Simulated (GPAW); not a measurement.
# Local fields in the sheet polarisability of SnO

What do local fields do to the response of SnO?

Method: LDA and many-body steps on it, plane waves, in GPAW 26.7.0.

## 1. The starting structure

The cell holds 4 atoms: 2 Sn and 2 O. Its edges and angles: a = 3.799 Å, b = 3.799 Å, c = 13.300 Å, α = 90.0°, β = 90.0°, γ = 90.0°. It derives from SnO. Vacuum lies along c.

Structure file:

```xyz
4
Lattice="3.7986 0.0000 0.0000 0.0000 3.7986 0.0000 0.0000 0.0000 13.3000" Properties=species:S:1:pos:R:3
Sn    1.8993    0.0000    7.7968
Sn    0.0000    1.8993    5.5032
O     0.0000    0.0000    6.6500
O     1.8993    1.8993    6.6500
```

## 2. Empty states on the mesh, 14×14×1 mesh, 100 bands

This step: GPAW 26.7.0; DFT, LDA, plane waves, PAW.

The sums over transitions need many empty states on a uniform mesh; this step solves for them.

run.py reads:

```python
import json
import numpy as np
from gpaw.mpi import world
from gpaw import GPAW

calc = GPAW('gs.gpw').fixed_density(kpts={'size': (14, 14, 1), 'gamma': True},
    nbands=116,
    convergence={'bands': 100},
    update_fermi_level=True,
    txt='nscf.txt')
calc.write('full.gpw', mode='all')
res = {}
kpts = calc.get_ibz_k_points()
res['kpts'] = kpts
res['eigenvalues'] = [calc.get_eigenvalues(kpt=k) for k in range(len(kpts))]
res['n_electrons'] = calc.get_number_of_electrons()

if world.rank == 0:
    with open('result.json', 'w') as f:
        json.dump(res, f, default=lambda x: x.tolist())
```

On the command line:

```console
mpirun -n 4 gpaw python run.py
```

Numbers of over 12 decimals in the logs are rounded to 6 here.

The program printed:

```text
Diagonalizing LCAO Hamiltonian
Converting LCAO to pw mode
convergence criteria:
- Maximum integral of absolute [eigenst]ate change: 4e-08 eV^2 / valence electron
maximum number of iterations: 100

SCF iterations
|iter     |     time |      energy | eigst |  dens |
|iter:   1|  |             | +3.84 |       |
|iter:   2|  |             | +2.48 |       |
|iter:   3|  |             | +1.46 |       |
[...]
|iter:  13|  |             | -6.58 |       |
|iter:  14|  |             | -7.06 |       |
|iter:  15|  |             | -7.47c|       |
SCF steps: 15
  __  _  _
 | _ |_)|_||  |
 |__||  | ||/\| - 26.7.0

Input parameters:
  mode=PW(ecut=600.0),
  convergence={'bands': 100},
  gpts=array([24, 24, 80]),
  kpts=MonkhorstPack(size=(14, 14, 1), gamma=True),
  maxiter=100,
  nbands=116,
  occupations=Occupations(name='fermi-dirac', width=0.001, fixmagmom=False),
  parallel={},
  xc=XC(name='LDA')
# Writing to full.gpw (mode='all')
  [... matrices ...]

timing:  # [seconds]
  Total: 0.163  # ━━━━━━━━━━━━━━━━━━━━━━━━━━━━━━━━━━━━━━━━━━━━━━━━━━━━━━━━━━━
```

The job ended after 3.3 min (4 MPI ranks of Arm Neoverse V1, shared host; peak memory 1.5 GiB; 13 min of CPU time).

This step gave:

- gap: 2.772 eV
- k of the valence top: 0.2143, 0.1429, 0
- k of the conduction bottom: 0, 0, 0
- least direct gap: 2.821 eV
- k points computed: 36
- lowest point of the top converged band, above the valence top: 32.09 eV

On this mesh the gap is 2.772 eV.

## 3. RPA response

The response function is computed on a frequency grid, with local fields up to the given cutoff.

This step: linear response, RPA, on LDA, plane waves, PAW.

run.py reads:

```python
import json
import numpy as np
from gpaw.mpi import world
from gpaw.response.df import DielectricFunction

df = DielectricFunction('full.gpw',
    ecut=50,
    nbands=100,
    eta=0.2,
    frequencies={'type': 'nonlinear', 'domega0': 0.05, 'omega2': 10.0},
    intraband=False,
    truncation='2D',
    txt='df.txt')
res = {'optical': {}, 'eels': []}
for d in 'x':
    y0, y = df.get_polarizability(direction=d, xc='RPA', filename=None)
    res['optical'][d] = [y0.real, y0.imag, y.real, y.imag]
res['w'] = df.get_frequencies()
for q_c in [[0.0714285714, 0, 0], [0.2142857143, 0, 0], [0.5, 0, 0], [0.7857142857, 0, 0], [1.2142857143, 0, 0]]:
    res['eels'].append(df.get_eels_spectrum(q_c=q_c, xc='RPA', filename=None))

if world.rank == 0:
    with open('result.json', 'w') as f:
        json.dump(res, f, default=lambda x: x.tolist())
```

On the command line:

```console
mpirun -n 4 gpaw python run.py
```

The program printed:

```text
Using integrator: PointIntegrator
NonLinearFrequencyDescriptor(from 0.000 to 54.174 eV, 335 points)
Nonperiodic BCs:  [False False  True]
Using integrator: PointIntegrator
NonLinearFrequencyDescriptor(from 0.000 to 54.174 eV, 335 points)
Nonperiodic BCs:  [False False  True]

Calculating chi0 body with:
    Ground state adapter containing:
    Number of spins: 1
    Number of kpoints: 196
    Number of irreducible kpoints: 36
    Number of completely occupied states: 20
    Number of partially occupied states: 20
    Occupied states memory: 14.0625 M / cpu

    Linear response parametrization:
    q_c: [0.0, 0.0, 0.0]
    Number of frequency points: 335
    Planewave cutoff: 50.0
    Number of bands: 100
    Number of planewaves: 139
    Broadening (eta): 0.2
    comm.size: 4
    kncomm.size: 4
    blockcomm.size: 1

    Memory estimate of potentially large arrays:
        chi0_wGG: 98.763046 M / cpu
Integrating chi0 body.

Symmetries of q_c:
    Direct symmetries (Uq -> q): 8
    Indirect symmetries (TUq -> q): 8
In total 16 allowed symmetries.

  [... matrices ...]
36 groups of equivalent kpoints. 81.632653% reduction.

Integral kind: spectral function

Calculating chi0 optical extensions with:
    Ground state adapter containing:
    Number of spins: 1
    Number of kpoints: 196
    Number of irreducible kpoints: 36
    Number of completely occupied states: 20
    Number of partially occupied states: 20
    Occupied states memory: 14.0625 M / cpu

    Linear response parametrization:
    Number of frequency points: 335
    Planewave cutoff: 50.0
    Number of bands: 100
    Number of planewaves: 139
    Broadening (eta): 0.2
Integrating chi0 head and wings.

Symmetries of q_c:
    Direct symmetries (Uq -> q): 8
    Indirect symmetries (TUq -> q): 8
In total 16 allowed symmetries.

  [... matrices ...]
36 groups of equivalent kpoints. 81.632653% reduction.

Integral kind: spectral function wings

Calculating chi0 body with:
    Ground state adapter containing:
    Number of spins: 1
    Number of kpoints: 196
    Number of irreducible kpoints: 36
    Number of completely occupied states: 20
    Number of partially occupied states: 20
    Occupied states memory: 14.0625 M / cpu

    Linear response parametrization:
    q_c: [0.0714285714, 0.0, 0.0]
    Number of frequency points: 335
    Planewave cutoff: 50.0
    Number of bands: 100
    Number of planewaves: 139
    Broadening (eta): 0.2
    comm.size: 4
    kncomm.size: 4
    blockcomm.size: 1

    Memory estimate of potentially large arrays:
        chi0_wGG: 98.763046 M / cpu
Integrating chi0 body.

Symmetries of q_c:
    Direct symmetries (Uq -> q): 2
    Indirect symmetries (TUq -> q): 2
In total 4 allowed symmetries.

  [... matrices ...]
112 groups of equivalent kpoints. 42.857143% reduction.

Integral kind: spectral function

[... 4 further calls ...]
```

Run time: 3.3 min. Hardware: 4 MPI ranks; peak memory 2.6 GiB; 13 min of CPU time.

This step gave:

| Item | Value |
| --- | --- |
| static polarisability of the sheet (Å) | 1.739 |
| the same without local fields | 2.143 |

The static value is 1.74.

The Im polarisability of the sheet has structure finer than the step of the table below, so its rows give means over 1 eV, whole bins alone (the curve runs from 0 to 39.8 eV). Peaks (eV: height): xx, no local fields 3.8: 5.87; xx, local fields 4.2: 3.41, 8.0: 2.24.

RPA, broadening 0.2 eV. Table of Im polarisability of the sheet by photon energy; means over each step:

```
photon energy (eV)  xx, no local fields (Å)  xx, local fields (Å)
                 1                   0.0401                0.0264
                 2                    0.126                0.0769
                 3                    0.837                 0.372
                 4                     4.06                  2.65
                 5                     2.19                  2.05
                 6                     2.09                  1.87
                 7                     2.15                  1.89
                 8                     1.93                  1.96
                 9                     1.41                  1.42
                10                    0.936                 0.974
                11                    0.697                 0.740
                12                    0.469                 0.519
                13                    0.393                 0.405
                14                    0.372                 0.351
                15                    0.500                 0.466
                16                    0.510                 0.505
                17                    0.378                 0.378
                18                    0.316                 0.336
                19                    0.250                 0.281
                20                    0.200                 0.225
                21                    0.153                 0.167
                22                    0.135                 0.149
                23                    0.163                 0.166
                24                    0.163                 0.163
                25                    0.143                 0.140
                26                    0.170                 0.169
                27                    0.138                 0.148
                28                   0.0958                 0.110
                29                   0.0778                0.0865
                30                   0.0770                0.0832
                31                   0.0878                0.0929
                32                   0.0796                0.0862
                33                   0.0804                0.0894
                34                   0.0720                0.0867
                35                   0.0696                0.0868
                36                   0.0604                0.0810
                37                   0.0529                0.0662
                38                   0.0496                0.0552
                39                   0.0376                0.0423
```

## 4. RPA response, local-field cutoff (14×14×1 mesh, 100 bands, screening to 5 eV, broadening 0.2 eV)

run.py: that of step 3 with these lines changed.

```diff
@@ -6,3 +6,3 @@
 df = DielectricFunction('full.gpw',
-    ecut=50,
+    ecut=5,
     nbands=100,
@@ -18,3 +18,3 @@
 res['w'] = df.get_frequencies()
-for q_c in [[0.0714285714, 0, 0], [0.2142857143, 0, 0], [0.5, 0, 0], [0.7857142857, 0, 0], [1.2142857143, 0, 0]]:
+for q_c in [[0.5, 0, 0]]:
     res['eels'].append(df.get_eels_spectrum(q_c=q_c, xc='RPA', filename=None))
```

On the command line:

```console
mpirun -n 4 gpaw python run.py
```

The program printed:

```text
Using integrator: PointIntegrator
NonLinearFrequencyDescriptor(from 0.000 to 54.174 eV, 335 points)
Nonperiodic BCs:  [False False  True]
Using integrator: PointIntegrator
NonLinearFrequencyDescriptor(from 0.000 to 54.174 eV, 335 points)
Nonperiodic BCs:  [False False  True]

Calculating chi0 body with:
    Ground state adapter containing:
    Number of spins: 1
    Number of kpoints: 196
    Number of irreducible kpoints: 36
    Number of completely occupied states: 20
    Number of partially occupied states: 20
    Occupied states memory: 14.0625 M / cpu

    Linear response parametrization:
    q_c: [0.0, 0.0, 0.0]
    Number of frequency points: 335
    Planewave cutoff: 5.0
    Number of bands: 100
    Number of planewaves: 5
    Broadening (eta): 0.2
    comm.size: 4
    kncomm.size: 4
    blockcomm.size: 1

    Memory estimate of potentially large arrays:
        chi0_wGG: 0.127792 M / cpu
Integrating chi0 body.

Symmetries of q_c:
    Direct symmetries (Uq -> q): 8
    Indirect symmetries (TUq -> q): 8
In total 16 allowed symmetries.

  [... matrices ...]
36 groups of equivalent kpoints. 81.632653% reduction.

Integral kind: spectral function

Calculating chi0 optical extensions with:
    Ground state adapter containing:
    Number of spins: 1
    Number of kpoints: 196
    Number of irreducible kpoints: 36
    Number of completely occupied states: 20
    Number of partially occupied states: 20
    Occupied states memory: 14.0625 M / cpu

    Linear response parametrization:
    Number of frequency points: 335
    Planewave cutoff: 5.0
    Number of bands: 100
    Number of planewaves: 5
    Broadening (eta): 0.2
Integrating chi0 head and wings.

Symmetries of q_c:
    Direct symmetries (Uq -> q): 8
    Indirect symmetries (TUq -> q): 8
In total 16 allowed symmetries.

  [... matrices ...]
36 groups of equivalent kpoints. 81.632653% reduction.

Integral kind: spectral function wings

Calculating chi0 body with:
    Ground state adapter containing:
    Number of spins: 1
    Number of kpoints: 196
    Number of irreducible kpoints: 36
    Number of completely occupied states: 20
    Number of partially occupied states: 20
    Occupied states memory: 14.0625 M / cpu

    Linear response parametrization:
    q_c: [0.5, 0.0, 0.0]
    Number of frequency points: 335
    Planewave cutoff: 5.0
    Number of bands: 100
    Number of planewaves: 6
    Broadening (eta): 0.2
    comm.size: 4
    kncomm.size: 4
    blockcomm.size: 1

    Memory estimate of potentially large arrays:
        chi0_wGG: 0.184021 M / cpu
Integrating chi0 body.

Symmetries of q_c:
    Direct symmetries (Uq -> q): 4
    Indirect symmetries (TUq -> q): 4
In total 8 allowed symmetries.

  [... matrices ...]
64 groups of equivalent kpoints. 67.346939% reduction.

Integral kind: spectral function
```

The job ended after 48 s (4 MPI ranks; peak memory 1.6 GiB).

Numbers from this step:

```yaml
static_polarisability_of_the_sheet_a: 2.143
the_same_without_local_fields: 2.143
```

The static value is 2.14.

The Im polarisability of the sheet has structure finer than the step of the table below, so its rows give means over 1 eV, whole bins alone (the curve runs from 0 to 39.8 eV). Peaks (eV: height): xx, no local fields 3.8: 5.87; xx, local fields 3.8: 5.87.

RPA, broadening 0.2 eV. The Im polarisability of the sheet by photon energy; means over each step:

```
photon energy (eV)  xx, no local fields (Å)  xx, local fields (Å)
                 1                   0.0401                0.0401
                 2                    0.126                 0.126
                 3                    0.837                 0.837
                 4                     4.06                  4.06
                 5                     2.19                  2.19
                 6                     2.09                  2.09
                 7                     2.15                  2.15
                 8                     1.93                  1.93
                 9                     1.41                  1.41
                10                    0.936                 0.936
                11                    0.697                 0.697
                12                    0.469                 0.469
                13                    0.393                 0.393
                14                    0.372                 0.372
                15                    0.500                 0.500
                16                    0.510                 0.510
                17                    0.378                 0.378
                18                    0.316                 0.316
                19                    0.250                 0.250
                20                    0.200                 0.200
                21                    0.153                 0.153
                22                    0.135                 0.135
                23                    0.163                 0.163
                24                    0.163                 0.163
                25                    0.143                 0.143
                26                    0.170                 0.170
                27                    0.138                 0.138
                28                   0.0958                0.0958
                29                   0.0778                0.0778
                30                   0.0770                0.0770
                31                   0.0878                0.0878
                32                   0.0796                0.0796
                33                   0.0804                0.0804
                34                   0.0720                0.0720
                35                   0.0696                0.0696
                36                   0.0604                0.0604
                37                   0.0529                0.0529
                38                   0.0496                0.0496
                39                   0.0376                0.0376
```

## 5. RPA response, fewer bands (14×14×1 mesh, 22 bands, screening to 50 eV, broadening 0.2 eV)

run.py: that of step 4 with these lines changed.

```diff
@@ -6,4 +6,4 @@
 df = DielectricFunction('full.gpw',
-    ecut=5,
-    nbands=100,
+    ecut=50,
+    nbands=22,
     eta=0.2,
@@ -18,3 +18,3 @@
 res['w'] = df.get_frequencies()
-for q_c in [[0.5, 0, 0]]:
+for q_c in []:
     res['eels'].append(df.get_eels_spectrum(q_c=q_c, xc='RPA', filename=None))
```

On the command line:

```console
mpirun -n 4 gpaw python run.py
```

The program printed:

```text
Using integrator: PointIntegrator
NonLinearFrequencyDescriptor(from 0.000 to 25.284 eV, 248 points)
Nonperiodic BCs:  [False False  True]
Using integrator: PointIntegrator
NonLinearFrequencyDescriptor(from 0.000 to 25.284 eV, 248 points)
Nonperiodic BCs:  [False False  True]

Calculating chi0 body with:
    Ground state adapter containing:
    Number of spins: 1
    Number of kpoints: 196
    Number of irreducible kpoints: 36
    Number of completely occupied states: 20
    Number of partially occupied states: 20
    Occupied states memory: 14.0625 M / cpu

    Linear response parametrization:
    q_c: [0.0, 0.0, 0.0]
    Number of frequency points: 248
    Planewave cutoff: 50.0
    Number of bands: 22
    Number of planewaves: 139
    Broadening (eta): 0.2
    comm.size: 4
    kncomm.size: 4
    blockcomm.size: 1

    Memory estimate of potentially large arrays:
        chi0_wGG: 73.114136 M / cpu
Integrating chi0 body.

Symmetries of q_c:
    Direct symmetries (Uq -> q): 8
    Indirect symmetries (TUq -> q): 8
In total 16 allowed symmetries.

  [... matrices ...]
36 groups of equivalent kpoints. 81.632653% reduction.

Integral kind: spectral function

Calculating chi0 optical extensions with:
    Ground state adapter containing:
    Number of spins: 1
    Number of kpoints: 196
    Number of irreducible kpoints: 36
    Number of completely occupied states: 20
    Number of partially occupied states: 20
    Occupied states memory: 14.0625 M / cpu

    Linear response parametrization:
    Number of frequency points: 248
    Planewave cutoff: 50.0
    Number of bands: 22
    Number of planewaves: 139
    Broadening (eta): 0.2
Integrating chi0 head and wings.

Symmetries of q_c:
    Direct symmetries (Uq -> q): 8
    Indirect symmetries (TUq -> q): 8
In total 16 allowed symmetries.

  [... matrices ...]
36 groups of equivalent kpoints. 81.632653% reduction.

Integral kind: spectral function wings
```

Wall time 7.4 s (4 MPI ranks); peak memory 1.8 GiB; 29 s of CPU time.

This step gave:

| Property | Result |
| --- | --- |
| static polarisability of the sheet (Å) | 1.154 |
| the same without local fields | 1.339 |

[end of part 1 of 2]

[Paths, hosts, dates, memory and timing lines, banners, echoed tables and standing remarks are left out of the program output.]

[Logs are printed without paths, hosts, clocks, repeated set-up lines and the standing remarks that a program may print on its own settings, such as how far it seeks lower states.]

[Runs of the session that timed out or met a known fault of the program may be left out.]

[Hosts, paths, dates, database ids (printed as entryN), source tags and the programs' standing remarks are cut or masked in the printed files.]
